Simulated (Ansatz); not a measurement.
# SrBe2Ge2: relaxing a made-up structure

Starting from a made-up structure for SrBe2Ge2, the aim is the relaxed cell, its shortest contacts and, where a second run follows, its electronic structure.

Main program and level: Ansatz 0.2.0; DFT, PBE, plane-wave PAW, files of the set soft_1, scalar-relativistic, no spin, cell and ions relaxed at zero pressure; PAW set soft_1, in the first sound run; inputs show where later runs differ.

### 1. The starting structure

The structure is tetragonal, space group I4/mmm (No. 139). Conventional cell: a = 4.191 Å, b = 4.191 Å, c = 10.017 Å, α = 90.00°, β = 90.00°, γ = 90.00°. Sr has 8 Ge at 3.22 Å and 8 Be at 3.27 Å nearest. Ge has 4 Be at 2.43 Å and 1 Ge at 2.53 Å and 4 Sr at 3.22 Å nearest. Nearest to Be lie 4 Ge at 2.43 Å and 4 Be at 2.96 Å and 4 Sr at 3.27 Å. Farther neighbours are not listed.

### 2. Relaxing cell and atoms

The guessed cell has no reason to be at equilibrium. It is relaxed with the atoms, within the space group of the guess.

File input.yaml:

```yaml
crystal:
  lattice:
    - [-2.0955, 2.0955, 5.0085]
    - [2.0955, -2.0955, 5.0085]
    - [2.0955, 2.0955, -5.0085]
  atoms:
    - { symbol: Sr, position: [0.0, 0.0, 0.0] }
    - { symbol: Ge, position: [0.3737, 0.3737, 0.0] }
    - { symbol: Ge, position: [0.6263, 0.6263, 0.0] }
    - { symbol: Be, position: [0.75, 0.25, 0.5] }
    - { symbol: Be, position: [0.25, 0.75, 0.5] }
kpoints:
  mp_grid: { grid: [9, 9, 9] }
scf:
  occupations: { method: fermi_dirac, width: 0.05 }
hamiltonian:
  xc: pbe
  pseudopotentials: { kind: paw, azcp: { folder: soft_1 } }
relax:
  f_tol: 0.015
  max_steps: 70
  cell: {}
output:
  forces: true
  stress: true
```

Run with:

```bash
> ansatz run input.yaml --threads 4 --pin off --max-ram 8192MiB --backend cpu --events-out ev --progress --plain --runs-dir out
```

Numbers of over 12 decimals in the logs are rounded to 6 here.

Log:

```text
Engine: ansatz 0.2.0, x86_64-unknown-linux-gnu
Pseudopotentials: kind: paw
Pseudopotential: Sr, paw, valence charge 10, recommended cutoff 420 eV (normal), soft_1/Sr.paw.azcp
Pseudopotential: Ge, paw, valence charge 14, recommended cutoff 420 eV (normal), soft_1/Ge.paw.azcp
Pseudopotential: Be, paw, valence charge 2, recommended cutoff 420 eV (normal), soft_1/Be.paw.azcp
Functional definition: PBE
  parameter kappa = 0.804
  parameter beta = 0.066725
  exchange = pbe_x(kappa = kappa, mu = beta*pi^2/3)
  correlation = pbe_c(beta = beta)
Crystal: 5 atoms, lattice volume = 87.972 Å³
Basis set: ecut = 420 eV, 1677 PW (Γ), exchange–correlation on 80×80×80 points (8 copies of the dense FFT grid, shifted against one another)
Bands: 26, of which v1, the nominal top of the filled ones, is band 21 counted from 1 (20 counted from 0)
Symmetry: 16 space group operations
Space group: I4/mmm (ITA 139), of the structure as read, at distance tolerance 4.4e-5 Å
k-points: 75 of 729
Non-local potential: Sr, projectors of the file, l = 0: 3, l = 1: 2, l = 2: 2
Non-local potential: Ge, projectors of the file, l = 0: 2, l = 1: 2, l = 2: 3, l = 3: 1
Non-local potential: Be, projectors of the file, l = 0: 2, l = 1: 2, l = 2: 1
PAW form: soft (Blöchl's): semilocal exchange-correlation on the pseudo side does not see the compensation charge
PAW one-centre angular grid: Sr, 110 points (default); XC on 64 Gauss nodes
PAW one-centre angular grid: Ge, 590 points (default); XC on 64 Gauss nodes
PAW one-centre angular grid: Be, 110 points (default); XC on 64 Gauss nodes
Initial density: superposition of atomic densities (chi_scale 0.1, normalization cell, long waves kept (reshape's long-wave potential 0.00 eV rms))
Initial wavefunctions: pseudopotential atomic-orbital guess
Functional: x = pbe(κ = 0.804, μ = 0.219515), c = pbe(β = 0.066725)
SCF iter   1: F=—  HF=-12321.371019 eV  |F-HF|=—  |Δ(HF+E_count)|=         —  Δρ=3.61e-2  dr2=1.62e0  ethr=3.10e-3  ⟨swp⟩=8.7  Hψ=11097  notcnv=0
preconditioner: auto → Kerker (q_TF=auto, 2.412 Å⁻¹)  [metal: Δε(μ)=0.119 eV  Ē_g=17.815 eV  σ=0.050 eV  W_gap=0.43  n_scr=22 (ndim 8)  ℏωp=25.0 eV  f_vac=0.000  D(μ)=1.16/eV (n_scr^D=2)]
SCF iter   2: F=—  HF=-12320.962556 eV  |F-HF|=—  |Δ(HF+E_count)|=   4.08e-1  Δρ=2.10e-2  dr2=5.31e-1  ethr=3.10e-3  ⟨swp⟩=3.6  Hψ=4428  notcnv=0  defer=8
SCF iter   3: F=—  HF=-12320.832502 eV  |F-HF|=—  |Δ(HF+E_count)|=   1.30e-1  Δρ=7.37e-3  dr2=6.39e-2  ethr=1.26e-3  ⟨swp⟩=4.0  Hψ=4162  notcnv=0  defer=8
SCF iter   4: F=—  HF=-12320.810312 eV  |F-HF|=—  |Δ(HF+E_count)|=   2.22e-2  Δρ=2.76e-3  dr2=7.55e-3  ethr=1.52e-4  ⟨swp⟩=3.1  Hψ=4110  notcnv=0  defer=8
SCF iter   5: F=—  HF=-12320.810711 eV  |F-HF|=—  |Δ(HF+E_count)|=   3.99e-4  Δρ=5.18e-4  dr2=3.39e-4  ethr=1.80e-5  ⟨swp⟩=2.0  Hψ=3527  notcnv=0  defer=8
SCF iter   6: F=—  HF=-12320.810764 eV  |F-HF|=—  |Δ(HF+E_count)|=   5.30e-5  Δρ=1.52e-4  dr2=2.57e-5  ethr=8.08e-7  ⟨swp⟩=2.1  Hψ=2722  notcnv=0  defer=8
SCF iter   7: F=—  HF=-12320.810768 eV  |F-HF|=—  |Δ(HF+E_count)|=   3.65e-6  Δρ=3.14e-5  dr2=1.22e-6  ethr=6.13e-8  ⟨swp⟩=2.0  Hψ=3461  notcnv=0  defer=8
SCF iter   8: F=—  HF=-12320.810768 eV  |F-HF|=—  |Δ(HF+E_count)|=   1.80e-7  Δρ=1.01e-5  dr2=1.46e-7  ethr=2.91e-9  ⟨swp⟩=2.7  Hψ=3585  notcnv=0  defer=8
SCF iter   9: F=-12320.810768 eV  HF=-12320.810768 eV  |F-HF|=1.62e-9  |Δ(HF+E_count)|=   1.96e-8  Δρ=2.28e-6  dr2=7.55e-9  ethr=2.38e-10  ⟨swp⟩=5.0  Hψ=7289  notcnv=0
SCF 1 converged in 9 iterations: F = -12320.810768 eV  dr2 = 7.55e-9
  greatest PAW one-centre occupation: 0.998 electrons in one spin orbital (limit 2), on the Ge atom at site 2 (counted from 0), in its partial waves of l = 2
relax step   1: F+E_penalty+E_count = -12320.81076794 eV  Δ(F+E_penalty+E_count) = +0.000e0 eV  max|allowed force component| = 6.934e-1 eV/Å  Δτ_max = 0.0000 Å  P = -1.086 GPa  Ω = 87.972 Å³  (9 SCF iters, dr2 threshold 1.00e-7 eV, accepted)
Crystal: 5 atoms, lattice volume = 86.279 Å³
Initial density: handed on by an earlier stage of this run
Initial wavefunctions: those handed on with the density
iter 1 solved again at ethr=1.40e-5 eV; its pass at ethr=3.10e-3 eV (dr2=5.89e-3 eV) is discarded
SCF iter   1: F=—  HF=-12320.854546 eV  |F-HF|=—  |Δ(HF+E_count)|=         —  Δρ=3.43e-3  dr2=6.31e-3  ethr=1.40e-5  ⟨swp⟩=1.2  Hψ=11808  notcnv=0
preconditioner: auto → Kerker (q_TF=auto, 2.420 Å⁻¹)  [metal: Δε(μ)=0.048 eV  Ē_g=19.074 eV  σ=0.050 eV  W_gap=0.24  n_scr=22 (ndim 8)  ℏωp=25.3 eV  f_vac=0.000  D(μ)=0.85/eV (n_scr^D=2)]
SCF iter   2: F=—  HF=-12320.853749 eV  |F-HF|=—  |Δ(HF+E_count)|=   7.96e-4  Δρ=1.89e-3  dr2=2.21e-3  ethr=1.40e-5  ⟨swp⟩=1.2  Hψ=1966  notcnv=0
SCF iter   3: F=—  HF=-12320.853337 eV  |F-HF|=—  |Δ(HF+E_count)|=   4.12e-4  Δρ=2.65e-4  dr2=6.89e-5  ethr=5.26e-6  ⟨swp⟩=2.1  Hψ=2493  notcnv=0
SCF iter   4: F=—  HF=-12320.853291 eV  |F-HF|=—  |Δ(HF+E_count)|=   4.66e-5  Δρ=1.43e-4  dr2=1.98e-5  ethr=1.64e-7  ⟨swp⟩=2.0  Hψ=3452  notcnv=0
SCF iter   5: F=—  HF=-12320.853287 eV  |F-HF|=—  |Δ(HF+E_count)|=   4.03e-6  Δρ=2.74e-5  dr2=1.31e-6  ethr=4.72e-8  ⟨swp⟩=2.0  Hψ=2505  notcnv=0
SCF iter   6: F=-12320.853286 eV  HF=-12320.853286 eV  |F-HF|=3.33e-8  |Δ(HF+E_count)|=   3.00e-7  Δρ=6.22e-6  dr2=6.40e-8  ethr=1.19e-9  ⟨swp⟩=5.0  Hψ=7494  notcnv=0
SCF 2 converged in 6 iterations: F = -12320.853286 eV  dr2 = 6.40e-8
relax step   2: F+E_penalty+E_count = -12320.85328645 eV  Δ(F+E_penalty+E_count) = -4.252e-2 eV  max|allowed force component| = 9.537e-2 eV/Å  Δτ_max = 0.0420 Å  P = +0.314 GPa  Ω = 86.279 Å³  energy of the carried Pulay correction = +2.174e-4 eV  (6 SCF iters, dr2 threshold 5.00e-7 eV, accepted)
Crystal: 5 atoms, lattice volume = 86.694 Å³
iter 1 solved again at ethr=8.24e-7 eV; its pass at ethr=3.10e-3 eV (dr2=3.46e-4 eV) is discarded
SCF iter   1: F=—  HF=-12320.856662 eV  |F-HF|=—  |Δ(HF+E_count)|=         —  Δρ=5.76e-4  dr2=2.32e-4  ethr=8.24e-7  ⟨swp⟩=3.1  Hψ=12653  notcnv=0
preconditioner: auto → Kerker (q_TF=auto, 2.418 Å⁻¹)  [metal: Δε(μ)=0.062 eV  Ē_g=19.098 eV  σ=0.050 eV  W_gap=0.29  n_scr=22 (ndim 8)  ℏωp=25.2 eV  f_vac=0.000  D(μ)=0.80/eV (n_scr^D=2)]
SCF iter   2: F=—  HF=-12320.856651 eV  |F-HF|=—  |Δ(HF+E_count)|=   1.05e-5  Δρ=3.38e-4  dr2=8.31e-5  ethr=5.52e-7  ⟨swp⟩=1.1  Hψ=1955  notcnv=0
SCF iter   3: F=—  HF=-12320.856646 eV  |F-HF|=—  |Δ(HF+E_count)|=   5.61e-6  Δρ=5.40e-5  dr2=3.27e-6  ethr=1.98e-7  ⟨swp⟩=3.0  Hψ=3535  notcnv=0
SCF iter   4: F=—  HF=-12320.856643 eV  |F-HF|=—  |Δ(HF+E_count)|=   2.47e-6  Δρ=2.73e-5  dr2=6.40e-7  ethr=1.19e-9  ⟨swp⟩=5.1  Hψ=7492  notcnv=0
SCF iter   5: F=-12320.856643 eV  HF=-12320.856643 eV  |F-HF|=2.49e-8  |Δ(HF+E_count)|=   8.62e-8  Δρ=7.07e-6  dr2=4.72e-8  ethr=1.19e-9  ⟨swp⟩=4.2  Hψ=6210  notcnv=0
SCF 3 converged in 5 iterations: F = -12320.856643 eV  dr2 = 4.72e-8
relax step   3: F+E_penalty+E_count = -12320.85664321 eV  Δ(F+E_penalty+E_count) = -3.357e-3 eV  max|allowed force component| = 2.569e-2 eV/Å  Δτ_max = 0.0050 Å  P = +0.063 GPa  Ω = 86.694 Å³  energy of the carried Pulay correction = +1.637e-4 eV  (5 SCF iters, dr2 threshold 5.00e-7 eV, accepted)
Crystal: 5 atoms, lattice volume = 86.828 Å³
iter 1 solved again at ethr=2.87e-8 eV; its pass at ethr=3.10e-3 eV (dr2=1.21e-5 eV) is discarded
SCF iter   1: F=—  HF=-12320.856708 eV  |F-HF|=—  |Δ(HF+E_count)|=         —  Δρ=1.94e-4  dr2=1.21e-5  ethr=2.87e-8  ⟨swp⟩=3.0  Hψ=11712  notcnv=0
preconditioner: auto → Kerker (q_TF=auto, 2.417 Å⁻¹)  [metal: Δε(μ)=0.073 eV  Ē_g=19.089 eV  σ=0.050 eV  W_gap=0.34  n_scr=22 (ndim 8)  ℏωp=25.2 eV  f_vac=0.000  D(μ)=0.80/eV (n_scr^D=2)]
SCF iter   2: F=—  HF=-12320.856712 eV  |F-HF|=—  |Δ(HF+E_count)|=   3.70e-6  Δρ=1.07e-4  dr2=4.81e-6  ethr=2.87e-8  ⟨swp⟩=1.0  Hψ=1950  notcnv=0
SCF iter   3: F=—  HF=-12320.856712 eV  |F-HF|=—  |Δ(HF+E_count)|=   1.77e-7  Δρ=1.40e-5  dr2=2.85e-7  ethr=1.15e-8  ⟨swp⟩=3.0  Hψ=3489  notcnv=0
SCF iter   4: F=—  HF=-12320.856712 eV  |F-HF|=—  |Δ(HF+E_count)|=   1.30e-7  Δρ=9.14e-6  dr2=7.32e-8  ethr=6.79e-10  ⟨swp⟩=2.0  Hψ=3447  notcnv=0
SCF iter   5: F=-12320.856712 eV  HF=-12320.856712 eV  |F-HF|=2.22e-9  |Δ(HF+E_count)|=   8.79e-9  Δρ=2.09e-6  dr2=5.02e-9  ethr=9.82e-11  ⟨swp⟩=5.0  Hψ=7436  notcnv=0
SCF 4 converged in 5 iterations: F = -12320.856712 eV  dr2 = 5.02e-9
relax step   4: F+E_penalty+E_count = -12320.85671155 eV  Δ(F+E_penalty+E_count) = -6.834e-5 eV  max|allowed force component| = 1.425e-3 eV/Å  Δτ_max = 0.0025 Å  P = -0.027 GPa  Ω = 86.828 Å³  energy of the carried Pulay correction = +1.465e-4 eV  (5 SCF iters, dr2 threshold 4.13e-8 eV, accepted)
Initial wavefunctions: pseudopotential atomic-orbital guess (no wavefunctions were taken with the density)
iter 1 solved again at ethr=2.41e-6 eV; its pass at ethr=3.10e-3 eV (dr2=1.01e-3 eV) is discarded
SCF iter   1: F=—  HF=-12320.856574 eV  |F-HF|=—  |Δ(HF+E_count)|=         —  Δρ=3.10e-5  dr2=3.85e-8  ethr=2.41e-6  ⟨swp⟩=3.3  Hψ=15856  notcnv=0
eigensolver tolerance schedule: the retry pair's looser diagonalisation over-reported the residual by 26267.39 of it (diagonalisation noise at an unbounded share of the residual, at the tolerance the schedule requests for it); recorded, not acted on — ethr = c·dr2/N_el stays at c = 1.0e-1
preconditioner: auto → Kerker (q_TF=auto, 2.417 Å⁻¹)  [metal: Δε(μ)=0.072 eV  Ē_g=19.087 eV  σ=0.050 eV  W_gap=0.33  n_scr=22 (ndim 8)  ℏωp=25.2 eV  f_vac=0.000  D(μ)=0.80/eV (n_scr^D=2)]
SCF iter   2: F=—  HF=-12320.856582 eV  |F-HF|=—  |Δ(HF+E_count)|=   7.88e-6  Δρ=1.60e-5  dr2=1.54e-8  ethr=9.17e-11  ⟨swp⟩=3.9  Hψ=5847  notcnv=0
SCF iter   3: F=—  HF=-12320.856583 eV  |F-HF|=—  |Δ(HF+E_count)|=   9.45e-7  Δρ=7.40e-6  dr2=4.00e-9  ethr=3.66e-11  ⟨swp⟩=2.1  Hψ=3465  notcnv=0
SCF iter   4: F=—  HF=-12320.856583 eV  |F-HF|=—  |Δ(HF+E_count)|=   2.45e-7  Δρ=7.03e-7  dr2=1.41e-10  ethr=9.52e-12  ⟨swp⟩=2.0  Hψ=3526  notcnv=0
SCF iter   5: F=-12320.856583 eV  HF=-12320.856583 eV  |F-HF|=1.11e-10  |Δ(HF+E_count)|=   1.44e-9  Δρ=2.53e-7  dr2=4.85e-11  ethr=1.00e-12  ⟨swp⟩=4.8  Hψ=7182  notcnv=0
SCF 5 converged in 5 iterations: F = -12320.856583 eV  dr2 = 4.85e-11
relax step   5: F+E_penalty+E_count = -12320.85658296 eV  Δ(F+E_penalty+E_count) = +1.286e-4 eV  max|allowed force component| = 1.424e-3 eV/Å  Δτ_max = 0.0000 Å  P = -0.028 GPa  Ω = 86.828 Å³  stress off target by 4.25e-2 GPa  SCF on the basis re-selected at this cell (its energy is not comparable with the rows above)  (5 SCF iters)
basis re-selected at this cell: Δ(F+E_penalty+E_count) = +1.286e-4 eV, ΔP = -0.001 GPa vs the last step (what re-selecting the basis moved, of the pressure what is left beyond the Pulay correction that the steps carried, after the strain that the cell walked since its last selection, with what the two solves' SCF thresholds leave and, on support functions, any second-order correction that the steps lacked; it is no m [...]
SCF converged after 5 iterations
Free energy (F): -12320.856583 eV
Harris-Foulkes:  -12320.856583 eV  (|F-HF|=1.11e-10)
Internal energy: -12320.849275 eV  (E = F + TS)
E sigma→0 (E₀):  -12320.852929 eV
Entropy (-TS):   -0.007308 eV (-1.462 meV/atom)
Fermi energy:    9.802326 eV
--- Per-component energies (eV) ---
  E_band       = -318.683135
  E_kinetic    = 459.295309
  E_local      = -5093.256976  (includes V_loc(G=0)·N_el)
  E_nonlocal   = 675.284117
  E_hartree    = 2298.167195
  E_xc         = -359.546608
  E_vxc        = -327.641480  (∫ρ·V_xc dr)
  E_paw        = -6834.700759  (= ΣΔE_a)
  E_vpaw       = -628.698636  (= ΣTr[D̂ρ^β])
  E_aug_tail   = -0.000000  (compensation charges beyond the density's cutoff)
  E_ewald      = -3466.091553
  E_smearing   = -0.007308  (= −TS)
  E_closure    = 0.000000  (closes the sum)
  Σ components = -12320.856583   (vs F -12320.856583, Δ=0.00e0)
--- Forces (eV/Å), atoms counted from 1 ---
  atom   1  Sr     0.00000000     0.00000000     0.00000000
  atom   2  Ge    -0.00000000     0.00000000     0.00142430
  atom   3  Ge     0.00000000     0.00000000    -0.00142430
  atom   4  Be     0.00000000     0.00000000     0.00000000
  atom   5  Be     0.00000000     0.00000000     0.00000000
  max |Σ_I F_I| component: 8.67e-18 eV/Å
--- Stress (GPa, compression-positive) ---
       -0.042513       0.000000       0.000000
        0.000000      -0.042513       0.000000
        0.000000       0.000000      -0.000122
  P = ⅓ Tr σ = -0.0284 GPa (-0.284 kbar)
--- Relaxed structure (4 steps of the walk, 4 accepted, 1 SCFs on fresh bases) ---
  F+E_penalty+E_count = -12320.85658296 eV   max|allowed force component| = 1.424e-3 eV/Å   (the final SCF, on the basis selected at the relaxed cell)
  cell:  # Å, volume = 86.8276 Å³
    - [-2.072529, 2.072529, 5.053549]
    - [2.072529, -2.072529, 5.053549]
    - [2.072529, 2.072529, -5.053549]
  atoms:
    - { symbol: Sr, position: [3.9830927370935976e-19, 3.9830927370935986e-19, 0] }
    - { symbol: Ge, position: [0.368752, 0.368752, 0] }
    - { symbol: Ge, position: [0.631248, 0.631248, 0] }
    - { symbol: Be, position: [0.750000, 0.25, 0.500000] }
    - { symbol: Be, position: [0.25, 0.750000, 0.500000] }
```

Wall time 11 s (4 threads of Intel Xeon 6975P-C (Granite Rapids), shared host); peak memory 0.56 GiB; 38 s of CPU time.

The steps of the relaxation:

```
step  energy less that of the first step (eV)  largest force component (eV/Å)  pressure (GPa)  volume (Å³)
   1                                   0.0000                          0.6934           -1.09        87.97
   2                                  -0.0425                          0.0954            0.31        86.28
   3                                  -0.0459                          0.0257            0.06        86.69
   4                                  -0.0459                          0.0014           -0.03        86.83
  5*                                  -0.0458                          0.0014           -0.03        86.83
```

Relaxation steps marked * repeat the geometry before them on a plane-wave basis chosen anew for their cell, so energy and pressure can jump there.

Forces are held to the 16 operations that the run works with; a distortion that breaks them can't arise in this run.

```csv
"conventional cell, symmetrised",before,after,change
a (Å),4.191,4.145,-1.1 %
b (Å),4.191,4.145,-1.1 %
c (Å),10.017,10.107,+0.9 %
volume (Å³/atom),17.59,17.37,-1.3 %
```

The atoms that moved most (Å, as changes of fractional coordinates times the final cell):

```
atom     dx     dy      dz  length
 Ge2  0.000  0.000  -0.050   0.050
 Ge3  0.000  0.000   0.050   0.050
```

The relaxed structure:

```xyz
5
Lattice="-2.0725 2.0725 5.0535 2.0725 -2.0725 5.0535 2.0725 2.0725 -5.0535" Properties=species:S:1:pos:R:3 pbc="T T T"
Sr    0.0000    0.0000    0.0000
Ge    0.0000    0.0000    3.7270
Ge    0.0000    0.0000    6.3801
Be    0.0000    2.0725    2.5268
Be    2.0725    0.0000    2.5268
```

This step gave:

- free energy: -12320.8566 eV
- energy at zero smearing: -12320.8529 eV
- smearing term TS: 0.007308 eV
- Fermi energy: 9.802 eV
- electrons: 42
- symmetry operations: 16
- pressure: -0.02838 GPa

Shortest distances by pair of elements, guess and relaxed (not always the same contact):

| pair | guess (Å) | relaxed (Å) |
| --- | --- | --- |
| Be–Ge | 2.434 | 2.395 |
| Ge–Ge | 2.530 | 2.653 |
| Be–Be | 2.963 | 2.931 |
| Ge–Sr | 3.222 | 3.217 |
| Be–Sr | 3.265 | 3.268 |

The relaxation ends with a largest force component of 0.0014 eV/Å and a pressure of -0.03 GPa.

(Continued in part 2 of 2.)

[Logs are printed without paths, hosts, clocks, repeated set-up lines and the standing remarks that a program may print on its own settings, such as how far it seeks lower states.]

[Hosts, paths, dates, database ids (printed as entryN), source tags and the programs' standing remarks are cut or masked in the printed files.]
